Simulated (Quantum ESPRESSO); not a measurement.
## KNiF3: magnetism against volume

Wanted: the trend of the moments of KNiF3 with volume.

Method: LDA with U = 6 eV on Ni d (ortho-atomic projectors); plane waves with GBRV 1.5 LDA potentials, no spin-orbit coupling, in Quantum ESPRESSO 7.5.

The database entry behind the starting cell differs from later determinations by our own check (about 0.35 % short), so it need not match the best structure at ambient conditions.

**1. Set-up**

It takes space group Pm-3m (No. 221, cubic). The conventional cell has a = 4.000 Å, b = 4.000 Å, c = 4.000 Å, α = 90.00°, β = 90.00°, γ = 90.00°. Nearest to K lie 12 F at 2.83 Å. Ni has 6 F at 2.00 Å nearest. Nearest to F lie 2 Ni at 2.00 Å and 4 K at 2.83 Å. Farther neighbours and most contacts between anions are not listed.

The cell comes from the Crystallography Open Database.

**2. Volume 0.94, ferro +**

All lengths scale alike; the factor is that of the volume. Atoms keep their fractional places. Seeded atoms are those given a starting moment.

pw.in

```
&CONTROL
  calculation = 'scf'
  prefix = 'pwscf'
  outdir = './tmp'
  pseudo_dir = './pseudo'
  disk_io = 'nowf'
  tprnfor = .true.
  tstress = .true.
/
&SYSTEM
  ibrav = 0
  celldm(1) = 8
  nat = 5
  ntyp = 3
  ecutwfc = 40
  ecutrho = 280
  nbnd = 34
  occupations = 'smearing'
  smearing = 'fd'
  degauss = 0.00734986
  nspin = 2
  starting_magnetization(1) = 0
  starting_magnetization(2) = 0.1111
  starting_magnetization(3) = 0
/
&ELECTRONS
  conv_thr = 1d-08
  electron_maxstep = 150
  mixing_beta = 0.3
/
ATOMIC_SPECIES
K      39.0983 k_lda_v1.4.uspp.F.UPF
Ni     58.6934 ni_lda_v1.4.uspp.F.UPF
F      18.9984 f_lda_v1.4.uspp.F.UPF
CELL_PARAMETERS alat
   0.9255747304796    0.0000000000000    0.0000000000000
   0.0000000000000    0.9255747304796    0.0000000000000
   0.0000000000000    0.0000000000000    0.9255747304796
ATOMIC_POSITIONS crystal
K       0.0000000000    0.0000000000    0.0000000000
Ni      0.5000000000    0.5000000000    0.5000000000
F       0.5000000000    0.5000000000    0.0000000000
F       0.0000000000    0.5000000000    0.5000000000
F       0.5000000000    0.0000000000    0.5000000000
K_POINTS automatic
6 6 6 0 0 0
HUBBARD {ortho-atomic}
U Ni-3d 6.0000
```

On the command line:

```
$ OMP_NUM_THREADS=1 mpirun -n 2 pw.x -nk 2 -in pw.in > pw.out
```

Output:

```text
Program PWSCF v.7.5 starts

     Message from routine setup:
     using ibrav=0 with symmetry is DISCOURAGED, use correct ibrav instead

     K-points division:     npool     =       2
     Subspace diagonalization in iterative solution of the eigenvalue problem:

     bravais-lattice index     =            0
     lattice parameter (alat)  =       8.0000  a.u.
     unit-cell volume          =     405.9798 (a.u.)^3
     number of atoms/cell      =            5
     number of atomic types    =            3
     number of electrons       =        48.00
     number of Kohn-Sham states=           34
     kinetic-energy cutoff     =      40.0000  Ry
     charge density cutoff     =     280.0000  Ry
     scf convergence threshold =      1.0E-08
     mixing beta               =       0.3000
     number of iterations used =            8  plain     mixing
     Exchange-correlation=  SLA  PZ   NOGX NOGC
                           (   1   1   0   0   0   0   0)
     Hubbard projectors: ortho-atomic
     Hubbard parameters of DFT+U (Dudarev formulation) in eV:
     U(Ni-3d) =  6.0000

     Internal variables: lda_plus_u =T, lda_plus_u_kind = 0

     Internal variables: orbital_resolved =F, hub_pot_fix =F, apply_U = F

     celldm(1)=   8.000000  celldm(2)=   0.000000  celldm(3)=   0.000000
     celldm(4)=   0.000000  celldm(5)=   0.000000  celldm(6)=   0.000000

     crystal axes: (cart. coord. in units of alat)
               a(1) = (   0.925575   0.000000   0.000000 )
               a(2) = (   0.000000   0.925575   0.000000 )
               a(3) = (   0.000000   0.000000   0.925575 )

     reciprocal axes: (cart. coord. in units 2 pi/alat)
               b(1) = (  1.080410  0.000000  0.000000 )
               b(2) = (  0.000000  1.080410  0.000000 )
               b(3) = (  0.000000  0.000000  1.080410 )

     PseudoPot. # 1 for K  read from file:
     k_lda_v1.4.uspp.F.UPF
     Pseudo is Ultrasoft + core correction, Zval =  9.0

     PseudoPot. # 2 for Ni read from file:
     ni_lda_v1.4.uspp.F.UPF
     Pseudo is Ultrasoft + core correction, Zval = 18.0

     PseudoPot. # 3 for F  read from file:
     f_lda_v1.4.uspp.F.UPF
     Pseudo is Ultrasoft, Zval =  7.0

     atomic species   valence    mass     pseudopotential
     K                 9.00    39.09830     K ( 1.00)
     Ni               18.00    58.69340     Ni( 1.00)
     F                 7.00    18.99840     F ( 1.00)

     Starting magnetic structure
     atomic species   magnetization
     K               0.000
     Ni              0.111
     F               0.000

     48 Sym. Ops., with inversion, found

   Cartesian axes

     site n.     atom                  positions (alat units)
         1        K      tau(   1) = (   0.0000000   0.0000000   0.0000000  )
         2        Ni     tau(   2) = (   0.4627874   0.4627874   0.4627874  )
         3        F      tau(   3) = (   0.4627874   0.4627874   0.0000000  )
         4        F      tau(   4) = (   0.0000000   0.4627874   0.4627874  )
         5        F      tau(   5) = (   0.4627874   0.0000000   0.4627874  )

     number of k points=    20  Fermi-Dirac smearing, width (Ry)=  0.0073
                       cart. coord. in units 2pi/alat
        k(    1) = (   0.0000000   0.0000000   0.0000000), wk =   0.0046296
        k(    2) = (   0.0000000   0.0000000   0.1800683), wk =   0.0277778
        k(    3) = (   0.0000000   0.0000000   0.3601366), wk =   0.0277778
        k(    4) = (   0.0000000   0.0000000  -0.5402049), wk =   0.0138889
        k(    5) = (   0.0000000   0.1800683   0.1800683), wk =   0.0555556
        [... 15 further k-points ...]

     Dense  grid:    31967 G-vectors     FFT dimensions: (  40,  40,  40)

     Smooth grid:    13949 G-vectors     FFT dimensions: (  30,  30,  30)

     Check: negative core charge=   -0.000007
     Generating pointlists ...
     new r_m :   0.2700 (alat units)  2.1598 (a.u.) for type    1
     new r_m :   0.1909 (alat units)  1.5272 (a.u.) for type    2
     new r_m :   0.1909 (alat units)  1.5272 (a.u.) for type    3

     Initial potential from superposition of free atoms

     starting charge      45.4972, renormalised to      48.0000

     STARTING HUBBARD OCCUPATIONS:

     =================== HUBBARD OCCUPATIONS ===================
     ------------------------ ATOM    2 ------------------------
     Tr[ns(  2)] (up, down, total) =   5.00000  3.00000  8.00000
     Atomic magnetic moment for atom   2 =   2.00000
     [... lines left out ...]
     Number of occupied Hubbard levels =    8.0000

     Atomic wfc used for Hubbard projectors are orthogonalized

     Starting wfcs are   33 randomized atomic wfcs +    1 random wfcs

     Self-consistent Calculation

     iteration #  1     ecut=    40.00 Ry     beta= 0.30
     Davidson diagonalization with overlap
     ethr =  1.00E-02,  avg # of iterations =  6.3

     =================== HUBBARD OCCUPATIONS ===================
     ------------------------ ATOM    2 ------------------------
     Tr[ns(  2)] (up, down, total) =   4.50170  1.21818  5.71987
     Atomic magnetic moment for atom   2 =   3.28352
     [... lines left out ...]
     Number of occupied Hubbard levels =    5.7199

     total energy              =    -542.28103036 Ry
     estimated scf accuracy    <      11.37750868 Ry

     total magnetization       =     3.35 Bohr mag/cell
     absolute magnetization    =     3.58 Bohr mag/cell

     iteration #  2     ecut=    40.00 Ry     beta= 0.30
     Davidson diagonalization with overlap
     ethr =  1.00E-02,  avg # of iterations =  3.1

     total energy              =    -545.04501203 Ry
     estimated scf accuracy    <       6.31768939 Ry

     total magnetization       =     0.92 Bohr mag/cell
     absolute magnetization    =     0.94 Bohr mag/cell

     [... further iterations left out ...]

     iteration # 11     ecut=    40.00 Ry     beta= 0.30
     Davidson diagonalization with overlap
     ethr =  4.53E-10,  avg # of iterations =  2.7

     total energy              =    -546.07020365 Ry
     estimated scf accuracy    <       0.00000012 Ry

     total magnetization       =     2.00 Bohr mag/cell
     absolute magnetization    =     2.03 Bohr mag/cell

     iteration # 12     ecut=    40.00 Ry     beta= 0.30
     Davidson diagonalization with overlap
     ethr =  2.41E-10,  avg # of iterations =  2.0

     Magnetic moment per site  (integrated on atomic sphere of radius R)
     atom   1 (R=0.270)  charge=  7.5610  magn= -0.0009
     atom   2 (R=0.191)  charge= 15.3059  magn=  1.7468
     atom   3 (R=0.191)  charge=  6.4378  magn=  0.0600
     atom   4 (R=0.191)  charge=  6.4378  magn=  0.0600
     atom   5 (R=0.191)  charge=  6.4378  magn=  0.0600

     End of self-consistent calculation

     =================== HUBBARD OCCUPATIONS ===================
     ------------------------ ATOM    2 ------------------------
     Tr[ns(  2)] (up, down, total) =   4.98578  3.19249  8.17827
     Atomic magnetic moment for atom   2 =   1.79329
     [... lines left out ...]
     Number of occupied Hubbard levels =    8.1783

     [... lines left out ...]
     the Fermi energy is     7.5650 ev

!    total energy              =    -546.07020381 Ry
     estimated scf accuracy    <          9.6E-09 Ry
     smearing contrib. (-TS)   =      -0.00000000 Ry
     internal energy E=F+TS    =    -546.07020381 Ry

     The total energy is F=E-TS. E is the sum of the following terms:
     one-electron contribution =    -377.68863513 Ry
     hartree contribution      =     212.45671188 Ry
     xc contribution           =     -71.62042090 Ry
     ewald contribution        =    -309.26659395 Ry
     Hubbard energy            =       0.04873429 Ry

     total magnetization       =     2.00 Bohr mag/cell
     absolute magnetization    =     2.03 Bohr mag/cell

     convergence has been achieved in  12 iterations

     Forces acting on atoms (cartesian axes, Ry/au):

     atom    1 type  1   force =     0.00000000    0.00000000    0.00000000
     atom    2 type  2   force =     0.00000000    0.00000000    0.00000000
     atom    3 type  3   force =     0.00000000    0.00000000    0.00000000
     atom    4 type  3   force =     0.00000000    0.00000000    0.00000000
     atom    5 type  3   force =     0.00000000    0.00000000    0.00000000

     Total force =     0.000000     Total SCF correction =     0.000000

     Computing stress (Cartesian axis) and pressure

          total   stress  (Ry/bohr**3)                   (kbar)     P=       -4.66
  -0.00003170   0.00000000   0.00000000           -4.66        0.00        0.00
   0.00000000  -0.00003170   0.00000000            0.00       -4.66        0.00
   0.00000000   0.00000000  -0.00003170            0.00        0.00       -4.66

=------------------------------------------------------------------------------=
   JOB DONE.
=------------------------------------------------------------------------------=
```

Run time: 32 s. Hardware: 2 MPI ranks of Arm Neoverse V1, shared host; peak memory 0.29 GiB; 64 s of CPU time.

Spin moment in the atom's sphere by atom:

| atom | spin moment in the atom's sphere (μB) |
| --- | --- |
| K1 | 0.00 |
| Ni2 | 1.75 |
| F3 | 0.06 |
| F4 | 0.06 |
| F5 | 0.06 |

Read from the output:

```yaml
smearing_term_ts: 2.14e-8 eV
pressure: -0.4664 GPa
magnetization: 2 μB
absolute_magnetization: 2.028 μB
final_state: ferromagnetic
```

**3. Volume 0.94, antiferro q=(0,1/2,1/2) +-**

The wavevector q is in fractions of the reciprocal vectors of the crystal's primitive cell, as the cells of these inputs are built from it; moments change sign between cells as cos(2π q·R).

pw.in

```
&CONTROL
  calculation = 'scf'
  prefix = 'pwscf'
  outdir = './tmp'
  pseudo_dir = './pseudo'
  disk_io = 'nowf'
  tprnfor = .true.
  tstress = .true.
/
&SYSTEM
  ibrav = 0
  celldm(1) = 8
  nat = 10
  ntyp = 4
  ecutwfc = 40
  ecutrho = 280
  nbnd = 62
  occupations = 'smearing'
  smearing = 'fd'
  degauss = 0.00734986
  nspin = 2
  starting_magnetization(1) = 0
  starting_magnetization(2) = 0.1111
  starting_magnetization(3) = -0.1111
  starting_magnetization(4) = 0
/
&ELECTRONS
  conv_thr = 2d-08
  electron_maxstep = 150
  mixing_beta = 0.3
/
ATOMIC_SPECIES
K      39.0983 k_lda_v1.4.uspp.F.UPF
Ni1    58.6934 ni_lda_v1.4.uspp.F.UPF
Ni2    58.6934 ni_lda_v1.4.uspp.F.UPF
F      18.9984 f_lda_v1.4.uspp.F.UPF
CELL_PARAMETERS alat
   0.9255747304796    0.0000000000000    0.0000000000000
   0.0000000000000    1.8511494609592    0.0000000000000
   0.0000000000000    0.9255747304796    0.9255747304796
ATOMIC_POSITIONS crystal
K       0.0000000000    0.0000000000    0.0000000000
K       0.0000000000    0.5000000000    0.0000000000
Ni1     0.5000000000    0.0000000000    0.5000000000
Ni2     0.5000000000    0.5000000000    0.5000000000
F       0.5000000000    0.2500000000    0.0000000000
F       0.5000000000    0.7500000000    0.0000000000
F       0.0000000000    0.0000000000    0.5000000000
F       0.0000000000    0.5000000000    0.5000000000
F       0.5000000000    0.7500000000    0.5000000000
F       0.5000000000    0.2500000000    0.5000000000
K_POINTS automatic
6 3 6 0 0 0
HUBBARD {ortho-atomic}
U Ni1-3d 6.0000
U Ni2-3d 6.0000
```

Output:

```text
     [... lines left out ...]
Program PWSCF v.7.5 starts
     [... lines left out ...]
     number of atoms/cell      =           10
     [... lines left out ...]
     number of electrons       =        96.00
     number of Kohn-Sham states=           62
     kinetic-energy cutoff     =      40.0000  Ry
     charge density cutoff     =     280.0000  Ry
     scf convergence threshold =      2.0E-08
     [... lines left out ...]
     16 Sym. Ops., with inversion, found ( 8 have fractional translation)
     [... lines left out ...]
     number of k points=    24  Fermi-Dirac smearing, width (Ry)=  0.0073
     [... lines left out ...]
     iteration # 12     ecut=    40.00 Ry     beta= 0.30
     [... lines left out ...]
     Magnetic moment per site  (integrated on atomic sphere of radius R)
     atom   1 (R=0.270)  charge=  7.5609  magn=  0.0000
     atom   2 (R=0.270)  charge=  7.5609  magn=  0.0000
     atom   3 (R=0.191)  charge= 15.3137  magn=  1.7127
     atom   4 (R=0.191)  charge= 15.3137  magn= -1.7127
     atom   5 (R=0.191)  charge=  6.4347  magn=  0.0000
     atom   6 (R=0.191)  charge=  6.4347  magn=  0.0000
     atom   7 (R=0.191)  charge=  6.4367  magn=  0.0544
     atom   8 (R=0.191)  charge=  6.4367  magn= -0.0544
     atom   9 (R=0.191)  charge=  6.4347  magn=  0.0000
     atom  10 (R=0.191)  charge=  6.4347  magn=  0.0000
     [... lines left out ...]
     Tr[ns(  3)] (up, down, total) =   4.98029  3.21662  8.19691
     [... lines left out ...]
     Tr[ns(  4)] (up, down, total) =   3.21662  4.98029  8.19691
     [... lines left out ...]
     the Fermi energy is     7.3987 ev
!    total energy              =   -1092.15083359 Ry
     estimated scf accuracy    <          8.3E-09 Ry
     smearing contrib. (-TS)   =      -0.00000000 Ry
     [... lines left out ...]
     total magnetization       =    -0.00 Bohr mag/cell
     absolute magnetization    =     3.85 Bohr mag/cell
     convergence has been achieved in  12 iterations
     [... lines left out ...]
     Total force =     0.000009     Total SCF correction =     0.000046
     [... lines left out ...]
          total   stress  (Ry/bohr**3)                   (kbar)     P=       -9.89
     [... lines left out ...]
```

Wall time 3.6 min (2 MPI ranks); peak memory 0.61 GiB; 7.1 min of CPU time.

Spin moment in the atom's sphere by atom:

| atom | spin moment in the atom's sphere (μB) |
| --- | --- |
| K1 | 0.00 |
| K2 | 0.00 |
| Ni3 | 1.71 |
| Ni4 | -1.71 |
| F5 | 0.00 |
| F6 | 0.00 |
| F7 | 0.05 |
| F8 | -0.05 |
| F9 | 0.00 |
| F10 | 0.00 |

Read from the output:

- smearing term TS: 1.40e-9 eV
- pressure: -0.9889 GPa
- magnetization: 0 μB
- absolute magnetization: 3.849 μB
- final state: antiferromagnetic

(Continued in part 2 of 2.)

[Logs and program files are shortened in this print: banners, set-up blocks, solver, clock and traceback lines can be left out without a mark of their own.]

[Logs are printed without paths, hosts, clocks, repeated set-up lines and the standing remarks that a program may print on its own settings, such as how far it seeks lower states.]

[Hosts, paths, dates, database ids (printed as entryN), source tags and the programs' standing remarks are cut or masked in the printed files.]

[Where a cell is said to come from a database of computed structures, the database is the Materials Project.]
